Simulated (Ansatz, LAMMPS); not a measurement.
# Localised basis functions on liquid (Na,Rb,Li)(F,Br) at 900 K (118 atoms), part 2 of 2

Wanted: errors and times of a linear-scaling basis for liquid (Na,Rb,Li)(F,Br) at 900 K (118 atoms). A setting counts as converged where the r.m.s. difference of forces stays under 1 % of the r.m.s. force.

Ansatz 0.2.0; Kohn-Sham DFT, PBE, PAW (set soft_2), plane waves.

The cell: 18 Na, 19 Rb, 22 Li, 33 F and 26 Br. The starting topology of bonds comes from the classical model. The ion parameters were fitted for water, not for melts. Sampling is at Γ alone, for a cell whose shortest periodic width is 15 Å.

So far. Step 4 (Support functions low): Forces differ from the reference by 0.37 meV/Å r.m.s., 0.11 % of their size, well within a tolerance of 1 %; the energy by -2.4 meV/atom. It took roughly 5.1 times the reference's time (one timing each, with unlike analyses asked), in 19 cycles against 10.

## Step 5: Support functions medium

The cell is solved in localised support functions. Besides, the program derives a nominal cutoff of 631 eV for this run, against the reference's 420.

This step: Kohn-Sham DFT, PBE, PAW (set soft_2), localised support functions (medium) (Ansatz 0.2.0).

The input, input.yaml:

```yaml
crystal:
  lattice:
    - [14.7034, 0.0, 0.0]
    - [0.0, 14.7034, 0.0]
    - [0.0, 0.0, 14.7034]
  atoms:
    [... the 118 atom lines of step 3 ...]
kpoints:
  mp_grid: { grid: [1, 1, 1] }
hamiltonian:
  xc: pbe
scf:
  occupations: { method: fixed }
  eigensolver: { kind: { support_functions: { accuracy: medium } } }
  mixing: { beta: 0.4 }
  max_iter: 150
output:
  forces: true
  eigenvalues: true
```

Run with:

```sh
> ansatz run input.yaml --threads 8 --pin off --max-ram 15872MiB --backend cpu --events-out ev --progress --plain --runs-dir out
```

The program printed:

```text
[...]
Warning: basis.ecutwfc = 631 eV, auto-derived: no grid that the accuracy of the support functions lays serves the files at the lower one that their records recommend; a deck with other species or settings can derive another value
[...]
Crystal: 118 atoms, lattice volume = 3178.728 Å³
Basis set: ecut = 631 eV, 114425 PW (Γ), exchange–correlation on 250×250×250 points (8 copies of the dense FFT grid, shifted against one another)
Bands: 488, of which v1, the nominal top of the filled ones, is band 406 counted from 1 (405 counted from 0)
Symmetry: 1 space group operations
k-points: 1
[...]
SCF iter   1: F=—  HF=-192654.189340 eV  |F-HF|=—  |Δ(HF+E_count)|=         —  Δρ=1.46e-1  dr2=1.03e3  ethr=1.00e-1
[...]
SCF iter  20: F=—  HF=-192536.577090 eV  |F-HF|=—  |Δ(HF+E_count)|=   1.06e-3  Δρ=5.85e-6  dr2=2.80e-6  ethr=2.06e-9  κ⁻¹=4.4e-5(r=7)
SCF iter  21: F=-192536.577090 eV  HF=-192536.577090 eV  |F-HF|=8.32e-8  |Δ(HF+E_count)|=   1.24e-7  Δρ=4.69e-6  dr2=1.63e-6  ethr=3.45e-10
SCF 1 converged in 21 iterations: F = -192536.601093 eV  dr2 = 1.63e-6
[...]
SCF converged after 21 iterations
[...]
Free energy (F): -192536.601093 eV
[...]
Internal energy: -192536.601093 eV  (E = F + TS)
E sigma→0 (E₀):  -192536.601093 eV
Fermi energy:    0.536734 eV
[...]
Σ components = -192536.601093   (vs F -192536.601093, Δ=0.00e0)
--- Forces (eV/Å), atoms counted from 1 ---
  atom   1  Na     0.43756496     0.16042435    -0.53029656
  atom   2  Na     0.55310691    -0.24400505     0.54990457
  atom   3  Na    -0.18908597     0.03461192    -0.25383221
  atom   4  Na     0.07894676     0.27169826    -0.13896883
[...]
atom 118  Br    -0.24124472    -0.12060215     0.24384090
  max |Σ_I F_I| component: 9.98e-4 eV/Å
--- Band table (eV) ---
[...]
```

Run time: 85 s. Hardware: 8 threads of AMD EPYC 9R45, shared host; peak memory 8.2 GiB.

Keys that differ from the reference: support_functions.accuracy = "medium", scf.max_iter = 150 and scf.mixing.beta = 0.4.

Forces differ from the reference by 0.36 meV/Å r.m.s., 0.11 % of their size, well within a tolerance of 1 %; the energy by -2.4 meV/atom. It took roughly 5.3 times the reference's time (one timing each, with unlike analyses asked), in 21 cycles against 10.

## Step 6: Support functions medium, radius 3.72 Å

The radius confines each support function; a larger one gives more freedom and more work per atom.

input.yaml, the sections that differ from step 5:

```yaml
scf:
  occupations: { method: fixed }
  eigensolver: { kind: { support_functions: { accuracy: medium, radius: 3.72 } } }
  mixing: { beta: 0.4 }
  max_iter: 150
# crystal, kpoints, hamiltonian, output: as in step 5
```

The program printed:

```text
Warning: scf.eigensolver.kind.support_functions: disabling space-group detection — the functions' gradient is summed over unrotated k-points, so no spatial operation reduces the k-mesh or symmetrises the density; time reversal is kept, so that k and −k are solved as one point where they differ and the mesh holds both, and exact exchange and, on two spinor components, a DFT+U term hold to it where the run has them: [...]
Warning: basis.ecutwfc = 631 eV, auto-derived: no grid that the accuracy of the support functions lays serves the files at the lower one that their records recommend; a deck with other species or settings can derive another value
settings of this run that can trade accuracy for cost: scf.eigensolver.kind.support_functions [...]
Engine: ansatz 0.2.0, x86_64-unknown-linux-gnu
Pseudopotentials: kind: paw
Pseudopotential: Na, paw, valence charge 9, recommended cutoff 420 eV (normal), Na.paw.azcp
Pseudopotential: Rb, paw, valence charge 9, recommended cutoff 420 eV (normal), Rb.paw.azcp
Pseudopotential: Li, paw, valence charge 3, recommended cutoff 420 eV (normal), Li.paw.azcp
Pseudopotential: F, paw, valence charge 7, recommended cutoff 420 eV (normal), F.paw.azcp
Pseudopotential: Br, paw, valence charge 7, recommended cutoff 420 eV (normal), Br.paw.azcp
[... 5 lines on functional and potentials left out ...]
Error: SCF: the radius of support functions is under 4.16 Å, the least for these sites at the functions' level (scf.eigensolver.kind.support_functions.accuracy). Use scf.eigensolver.kind: auto, or type scf.eigensolver.kind.support_functions.radius at least as long, [...]
```

Wall time 2.4 s (8 threads); peak memory 0.9 GiB.

The program refuses radii under 4.16 Å for these atoms at this level.

## Step 7: Support functions medium, radius 4.25 Å

The radius confines each support function; a larger one gives more freedom and more work per atom. Besides, the program derives a nominal cutoff of 631 eV for this run, against the reference's 420.

input.yaml, the sections that differ from step 6:

```yaml
scf:
  occupations: { method: fixed }
  eigensolver: { kind: { support_functions: { accuracy: medium, radius: 4.25 } } }
  mixing: { beta: 0.4 }
  max_iter: 150
# crystal, kpoints, hamiltonian, output: as in step 6
```

The program printed:

```text
[...]
Crystal: 118 atoms, lattice volume = 3178.728 Å³
Basis set: ecut = 631 eV, 114425 PW (Γ), exchange–correlation on 250×250×250 points (8 copies of the dense FFT grid, shifted against one another)
Bands: 488, of which v1, the nominal top of the filled ones, is band 406 counted from 1 (405 counted from 0)
Symmetry: 1 space group operations
k-points: 1
[...]
SCF iter   1: F=—  HF=-192653.578268 eV  |F-HF|=—  |Δ(HF+E_count)|=         —  Δρ=1.46e-1  dr2=1.02e3  ethr=1.00e-1
[...]
SCF iter  20: F=—  HF=-192536.568689 eV  |F-HF|=—  |Δ(HF+E_count)|=   1.40e-3  Δρ=6.78e-6  dr2=3.93e-6  ethr=1.59e-9  κ⁻¹=2.9e-5(r=7)
SCF iter  21: F=-192536.568690 eV  HF=-192536.568690 eV  |F-HF|=1.33e-7  |Δ(HF+E_count)|=   6.59e-7  Δρ=3.58e-6  dr2=1.55e-6  ethr=4.84e-10
SCF 1 converged in 21 iterations: F = -192536.601170 eV  dr2 = 1.55e-6
[...]
SCF converged after 21 iterations
[...]
Free energy (F): -192536.601170 eV
[...]
Internal energy: -192536.601170 eV  (E = F + TS)
E sigma→0 (E₀):  -192536.601170 eV
Fermi energy:    0.536874 eV
[...]
Σ components = -192536.601170   (vs F -192536.601170, Δ=0.00e0)
--- Forces (eV/Å), atoms counted from 1 ---
  atom   1  Na     0.43751871     0.16046474    -0.53035039
  atom   2  Na     0.55320772    -0.24401093     0.54995132
  atom   3  Na    -0.18910306     0.03463526    -0.25386578
  atom   4  Na     0.07888718     0.27170531    -0.13900852
[...]
atom 118  Br    -0.24126565    -0.12057954     0.24380951
  max |Σ_I F_I| component: 1.21e-3 eV/Å
--- Band table (eV) ---
[...]
```

It took 79 s on 8 threads; peak memory 7.8 GiB; 9.8 min of CPU time.

Keys that differ from the reference: support_functions.accuracy = "medium", support_functions.radius = 4.25, scf.max_iter = 150 and scf.mixing.beta = 0.4.

Forces differ from the reference by 0.38 meV/Å r.m.s., 0.11 % of their size, well within a tolerance of 1 %; the energy by -2.4 meV/atom. It took roughly 5.0 times the reference's time (one timing each, with unlike analyses asked), in 21 cycles against 10.

## Step 8: Support functions medium, radius 4.55 Å

The radius confines each support function; a larger one gives more freedom and more work per atom. Besides, the program derives a nominal cutoff of 631 eV for this run, against the reference's 420.

input.yaml, the sections that differ from step 7:

```yaml
scf:
  occupations: { method: fixed }
  eigensolver: { kind: { support_functions: { accuracy: medium, radius: 4.55 } } }
  mixing: { beta: 0.4 }
  max_iter: 150
# crystal, kpoints, hamiltonian, output: as in step 7
```

The program printed:

```text
[...]
Crystal: 118 atoms, lattice volume = 3178.728 Å³
Basis set: ecut = 631 eV, 114425 PW (Γ), exchange–correlation on 250×250×250 points (8 copies of the dense FFT grid, shifted against one another)
Bands: 488, of which v1, the nominal top of the filled ones, is band 406 counted from 1 (405 counted from 0)
Symmetry: 1 space group operations
k-points: 1
[...]
SCF iter   1: F=—  HF=-192654.633421 eV  |F-HF|=—  |Δ(HF+E_count)|=         —  Δρ=1.47e-1  dr2=1.03e3  ethr=1.00e-1
[...]
SCF iter  20: F=—  HF=-192536.579338 eV  |F-HF|=—  |Δ(HF+E_count)|=   9.99e-4  Δρ=5.64e-6  dr2=4.77e-6  ethr=1.94e-9  κ⁻¹=1.6e-5(r=7)
SCF iter  21: F=-192536.579337 eV  HF=-192536.579338 eV  |F-HF|=2.90e-7  |Δ(HF+E_count)|=   2.78e-8  Δρ=4.31e-6  dr2=2.17e-6  ethr=5.87e-10
SCF 1 converged in 21 iterations: F = -192536.601195 eV  dr2 = 2.17e-6
[...]
SCF converged after 21 iterations
[...]
Free energy (F): -192536.601195 eV
[...]
Internal energy: -192536.601195 eV  (E = F + TS)
E sigma→0 (E₀):  -192536.601195 eV
Fermi energy:    0.536614 eV
[...]
Σ components = -192536.601195   (vs F -192536.601195, Δ=0.00e0)
--- Forces (eV/Å), atoms counted from 1 ---
  atom   1  Na     0.43754444     0.16041524    -0.53017006
  atom   2  Na     0.55308169    -0.24391498     0.54979331
  atom   3  Na    -0.18902660     0.03463155    -0.25373348
  atom   4  Na     0.07891947     0.27173961    -0.13903954
[...]
atom 118  Br    -0.24128684    -0.12071233     0.24400629
  max |Σ_I F_I| component: 1.84e-3 eV/Å
--- Band table (eV) ---
[...]
```

Wall time 93 s (8 threads); peak memory 8.6 GiB; 11 min of CPU time.

Keys that differ from the reference: support_functions.accuracy = "medium", support_functions.radius = 4.55, scf.max_iter = 150 and scf.mixing.beta = 0.4.

Forces differ from the reference by 0.34 meV/Å r.m.s., 0.10 % of their size, well within a tolerance of 1 %; the energy by -2.4 meV/atom. It took roughly 5.8 times the reference's time (one timing each, with unlike analyses asked), in 21 cycles against 10.

## Step 9: What each setting buys

Each row is set against the plane-wave reference (Kohn-Sham DFT, PBE, PAW (set soft_2), plane waves; r.m.s. force component 0.337 eV/Å). Energies are set beside the reference only for runs with its functional, potentials and electron count. Times are for 8 threads of AMD EPYC 9R45, shared host. The reference's time includes the DOS, ELF, the stress and grids, which some other runs skip.

| run | Δ force, r.m.s. (meV/Å) | share of r.m.s. force (%) | Δ energy (meV/atom) | Δ gap (eV) | cycles | time | host memory (GiB) |
| --- | --- | --- | --- | --- | --- | --- | --- |
| reference | - | - | - | - | 10 | 16 s | 4.5 |
| support functions low | 0.371 | 0.11 | -2.42 | -2.0e-4 | 19 | 81 s | 7.9 |
| support functions medium | 0.358 | 0.106 | -2.42 | -3.0e-4 | 21 | 85 s | 8.2 |
| support functions medium, radius 4.25 Å | 0.381 | 0.113 | -2.42 | -4.0e-4 | 21 | 79 s | 7.8 |
| support functions medium, radius 4.55 Å | 0.341 | 0.101 | -2.42 | -2.0e-4 | 21 | 93 s | 8.6 |

## Step 10: The reference in detail

With the settings judged, the reference run is read for its physics.

Length of the force by element and coordination:

| element | coordination | atoms | mean length of the force (eV/Å) | spread | least | most |
| --- | --- | --- | --- | --- | --- | --- |
| Br | all | 26 | 0.438 | 0.169 | 0.189 | 0.919 |
| F | all | 33 | 0.642 | 0.275 | 0.101 | 1.21 |
| Li | all | 22 | 0.594 | 0.181 | 0.188 | 0.889 |
| Na | all | 18 | 0.472 | 0.160 | 0.255 | 0.818 |
| Rb | all | 19 | 0.485 | 0.219 | 0.224 | 0.917 |

Löwdin charges by element and coordination (they lack the spilled electrons, 0.031 e an atom on average):

| element | coordination | atoms | mean charge (e) | spread | least | most |
| --- | --- | --- | --- | --- | --- | --- |
| Br | all | 26 | -0.626 | 0.0219 | -0.670 | -0.584 |
| F | all | 33 | -0.765 | 0.007 | -0.780 | -0.751 |
| Li | all | 22 | 0.754 | 0.0274 | 0.705 | 0.819 |
| Na | all | 18 | 0.740 | 0.0297 | 0.685 | 0.791 |
| Rb | all | 19 | 0.802 | 0.0283 | 0.752 | 0.866 |

Density of states as counts of states in windows of 1 eV (from the Fermi level), total and the larger projections:

| from (eV) | to (eV) | total | F p | Br p | Rb p |
| --- | --- | --- | --- | --- | --- |
| -10 | -9 | 87.0 | 0.3 | 0.5 | 85.5 |
| -9 | -8 | 26.0 | 0.2 | 0.2 | 25.4 |
| -8 | -4 | 0.0 | 0.0 | 0.0 | 0.0 |
| -4 | -3 | 3.2 | 2.8 | 0.2 | 0.0 |
| -3 | -2 | 101.7 | 89.7 | 7.1 | 0.2 |
| -2 | -1 | 149.3 | 85.3 | 58.0 | 0.6 |
| -1 | 0 | 98.9 | 13.8 | 82.3 | 0.3 |
| 0 | 1 | 0.9 | 0.1 | 0.8 | 0.0 |
| 1 | 3 | 0.0 | 0.0 | 0.0 | 0.0 |
| 3 | 4 | 2.0 | 0.0 | 0.0 | 0.0 |
| 4 | 5 | 13.6 | 0.3 | 0.8 | 0.1 |

With fixed occupations the program's Fermi level is the highest filled level; weight inside the gap is the broadening of levels at its edges.

Between -26 and -10 eV lie 265 more states.

The levels nearest the highest filled one (over half full), pooled over k-points and spins:

| level less the highest filled one (eV) | occupation |
| --- | --- |
| -0.196 | 2 |
| -0.155 | 2 |
| -0.147 | 2 |
| -0.111 | 2 |
| -0.0908 | 2 |
| 0 | 2 |
| 3.46 | 0 |
| 4.38 | 0 |
| 4.45 | 0 |
| 4.52 | 0 |
| 4.55 | 0 |
| 4.71 | 0 |

ELF in the ac plane at fractional y = 0.262, with atoms of Na and Rb and Li and F and Br within 0.2 Å of it. It is the smooth field of the valence electrons, not physical close to the nuclei.

Ten even steps from '0' (0.00) to '9' (0.96), each cell a mean:
```
565431000000367753000000000013321012100024
000000000000134431000001100000002577751000
555410000000000000000011100122015876873013
878873000000011000000000002545403788761158
515983000000000000000000003545400244310388
888840011100001110000000000122000000000268
665200244203520000000000000011110000000024
000001232007960012100111001345432000000000
321000000111100121013664101355542100000123
877410014666310000026886200233321000013577
789840037887520000014553100000000000036888
038861014654200000000000000000133310037882
678861000012221002456654200015888873016887
887630001578887303789988730048876896102578
321000004885268503898898740027888885100123
001111003787688403789988630002566531000000
146775300256764101355555310000000000110000
378678510000000000000000000000000024541000
168787401344200000000000000000000135651252
023442015888730001366653100000000012320010
000000016888740002578875100001221000000000
543200002454200001356653000036776410000013
777521000000001100001110000378678620000136
787642000000245531000000000257887410000146
```
Columns run along a (14.7 Å), rows up along c (14.7 Å). Atoms in or near the plane, at fractional coordinates: Na at (0.68, 0.83), Rb at (0.03, 0.81), Rb at (0.29, 0.38), Li at (0.29, 0.69), F at (0.08, 0.25), F at (0.83, 0.88), F at (0.73, 0.05), Br at (0.00, 0.51).

Electrostatic potential energy in the ac plane at fractional y = 0.262, with atoms of Na and Rb and Li and F and Br within 0.2 Å of it. With pseudopotentials it is smooth inside the atoms' cores, unlike the true potential.

Values in eV, 13 rows by 16 columns, each cell a mean:
```
  5   6   6   7   7   6   7   7   6   6   6   6   6   2   5   6
-13  -1   5   5   3   2   5   7   6   4  -8  -6  -1 -30   3   1
-42 -17   4   5   3   2   6   7   6   3 -20 -16   4   5   5 -13
 -5   2   6   4 -11  -2   7   6   5   4   3   4   5   5   4   1
  5   5   6   5  -8   0   6   3   0   3   5   6   6   5   5   5
-14   3   3  -2   3   6   5   1  -2   3   5   6   5   5   5  -7
-35   1   5   5   4   4   5   4   4   5   4  -3 -10   2   4 -23
  3   4   4  -4 -31 -16   3  -7 -10   5   3 -20 -39  -4   4   4
  6   5   5  -3 -28 -14   3  -3  -4   5   5   1  -1   3   5   5
 -1 -28   3   3   1   3   4   0  -1   4   6   6   7   7   3  -4
  4   0   4  -4  -5   3   5   2   1   4   3   6   7   7   3  -7
  5   5   4  -1  -2   3   6   2   2   3   1  -2   4   7   6   6
  4   5   5   5   6   6   6   6   6   5   6 -21  -6   5   6   6
```
Columns run along a (14.7 Å; values clipped at the 3rd and 97th percentile), rows up along c (14.7 Å). Atoms in or near the plane, at fractional coordinates: Na at (0.68, 0.83), Rb at (0.03, 0.81), Rb at (0.29, 0.38), Li at (0.29, 0.69), F at (0.08, 0.25), F at (0.83, 0.88), F at (0.73, 0.05), Br at (0.00, 0.51).

Mean Löwdin charges: Br -0.63, F -0.77, Li +0.75, Na +0.74, Rb +0.80 e (they miss 0.45 % of the electrons, so they add up to more than the cell's charge).

## Step 11: Structure statistics

Bonds and neighbours are counted at the geometry of the runs.

Density 2.56 g/cm³, 26.94 Å³ an atom.

Pair distribution functions g(r), in bins of 0.2 Å:

| r (Å) | total | F-F | F-Br | F-Li | F-Rb | F-Na | Br-Br |
| --- | --- | --- | --- | --- | --- | --- | --- |
| 1.80 | 0.21 | 0.00 | 0.00 | 2.04 | 0.00 | 0.00 | 0.00 |
| 2.00 | 1.38 | 0.00 | 0.00 | 13.30 | 0.00 | 0.00 | 0.00 |
| 2.20 | 1.03 | 0.00 | 0.00 | 7.46 | 0.00 | 2.92 | 0.00 |
| 2.40 | 0.84 | 0.00 | 0.00 | 1.83 | 0.00 | 6.56 | 0.00 |
| 2.60 | 0.69 | 0.00 | 0.00 | 0.27 | 1.76 | 2.84 | 0.00 |
| 2.80 | 1.11 | 0.56 | 0.00 | 0.23 | 3.62 | 1.39 | 0.00 |
| 3.00 | 1.17 | 2.07 | 0.16 | 0.00 | 2.07 | 0.49 | 0.00 |
| 3.20 | 0.94 | 2.50 | 0.29 | 0.17 | 1.17 | 0.21 | 0.00 |
| 3.40 | 1.24 | 2.59 | 1.41 | 0.29 | 0.52 | 0.19 | 0.00 |
| 3.60 | 1.18 | 2.68 | 1.46 | 0.27 | 0.48 | 0.65 | 0.00 |
| 3.80 | 1.32 | 1.43 | 3.19 | 1.07 | 0.85 | 0.44 | 1.04 |
| 4.00 | 0.99 | 1.32 | 1.21 | 1.21 | 0.39 | 0.26 | 0.94 |
| 4.20 | 1.09 | 0.94 | 1.10 | 1.09 | 0.46 | 0.37 | 1.71 |
| 4.40 | 1.19 | 1.19 | 1.90 | 1.26 | 0.42 | 0.86 | 2.34 |
| 4.60 | 0.89 | 0.65 | 1.17 | 1.41 | 0.38 | 0.91 | 1.40 |
| 4.80 | 0.87 | 0.61 | 0.96 | 1.36 | 0.78 | 0.83 | 1.93 |
| 5.00 | 0.76 | 0.37 | 0.53 | 0.98 | 0.49 | 1.27 | 1.50 |
| 5.20 | 0.93 | 0.44 | 1.08 | 0.84 | 1.27 | 1.10 | 0.95 |
| 5.40 | 0.98 | 0.40 | 0.61 | 0.96 | 1.46 | 1.39 | 1.02 |
| 5.60 | 0.95 | 0.45 | 0.61 | 1.01 | 1.35 | 1.97 | 0.47 |
| 5.80 | 1.01 | 1.24 | 0.69 | 0.68 | 1.27 | 1.14 | 1.22 |
| 6.00 | 1.04 | 0.97 | 0.98 | 0.77 | 1.33 | 0.89 | 0.94 |
| 6.20 | 0.96 | 1.27 | 0.84 | 1.00 | 1.43 | 1.10 | 0.39 |
| 6.40 | 1.07 | 1.13 | 1.33 | 0.64 | 1.33 | 0.88 | 0.82 |
| 6.60 | 1.00 | 1.01 | 0.88 | 0.93 | 1.62 | 0.83 | 1.11 |
| 6.80 | 1.00 | 1.06 | 1.02 | 1.09 | 0.91 | 0.64 | 0.73 |
| 7.00 | 0.94 | 0.85 | 0.93 | 0.85 | 0.75 | 0.91 | 1.15 |
| 7.20 | 1.05 | 1.21 | 0.91 | 0.87 | 1.28 | 0.98 | 0.93 |

A closer look about Li44, whose charge lies farthest from its element's mean: 12 atoms, nearest first, numbered in the order of the input, with positions taken from that point.

| atom | x | y | z | distance (Å) | Löwdin charge (e) | Fx | Fy | Fz (eV/Å) |
| --- | --- | --- | --- | --- | --- | --- | --- | --- |
| Li44 | 0.00 | 0.00 | 0.00 | 0.00 | 0.82 | 0.73 | 0.12 | 0.05 |
| F86 | 0.55 | -1.77 | 0.12 | 1.86 | -0.77 | -0.34 | 0.40 | -0.39 |
| F73 | 0.94 | 1.43 | 0.99 | 1.97 | -0.77 | -0.65 | -0.15 | 0.14 |
| F63 | 1.24 | 0.99 | -1.84 | 2.43 | -0.76 | -0.90 | 0.10 | -0.52 |
| Na14 | 1.95 | -1.16 | -1.91 | 2.97 | 0.73 | -0.22 | -0.17 | 0.33 |
| F71 | -2.73 | -0.22 | -1.57 | 3.16 | -0.77 | -0.13 | -0.59 | 0.29 |
| Na17 | 0.74 | 3.15 | -0.78 | 3.33 | 0.79 | 0.12 | 0.19 | 0.54 |
| Rb32 | 3.19 | 0.29 | 1.87 | 3.71 | 0.84 | -0.58 | 0.17 | -0.62 |
| Li50 | -3.60 | -1.09 | 0.06 | 3.76 | 0.72 | -0.22 | -0.04 | -0.52 |
| Li38 | 0.09 | 2.09 | -3.17 | 3.79 | 0.80 | -0.02 | 0.11 | -0.53 |
| Na8 | -1.36 | -3.32 | 1.38 | 3.84 | 0.76 | 0.32 | 0.31 | 0.46 |
| F70 | -2.42 | -2.99 | -0.63 | 3.90 | -0.76 | 0.44 | 0.08 | -0.90 |

## Step 12: Outcome

```yaml
free_energy_per_atom: -1631.6637 eV/atom
pressure: -1.563 GPa
r_m_s_force_component: 0.3368 eV/Å
spacing_of_highest_filled_and_lowest_empty_level: 3.463 eV
wall_time_of_the_5_dft_runs: 5.9 min
```

**Reading.** Against plane waves at 420 eV, the forces differ by 0.36 meV/Å (0.11 %) with support functions medium. At 118 atoms the fastest of the runs at a preset level, support functions low, takes roughly 5.1 times the time of plane waves (whose run also made extra analyses), in 19 SCF cycles against 10. Differences between support functions and plane waves include what basis error the plane-wave run still has. The force difference hardly changes among these support-function runs, which points to the basis of the plane-wave reference as its main source.

Between filled and empty levels lie 3.46 eV (at Γ alone); a semilocal functional tends to put such gaps too low. In a disordered cell it changes from sample to sample and from frame to frame.

What to keep in mind: The force components of 0.34 eV/Å r.m.s. hold both thermal displacement and the mismatch between the potential that made the cell and DFT. The pressure of -1.6 GPa is that of one thermal frame, in which the classical model's bond lengths enter as well as the volume, without the kinetic term. The pressure of a single frame lacks the kinetic term.

[Long decimals in the printed logs are rounded to 6 places.]

[Logs are printed without paths, hosts, clocks, repeated set-up lines and the standing remarks that a program may print on its own settings, such as how far it seeks lower states.]

[Hosts, paths, dates, database ids (printed as entryN), source tags and the programs' standing remarks are cut or masked in the printed files.]
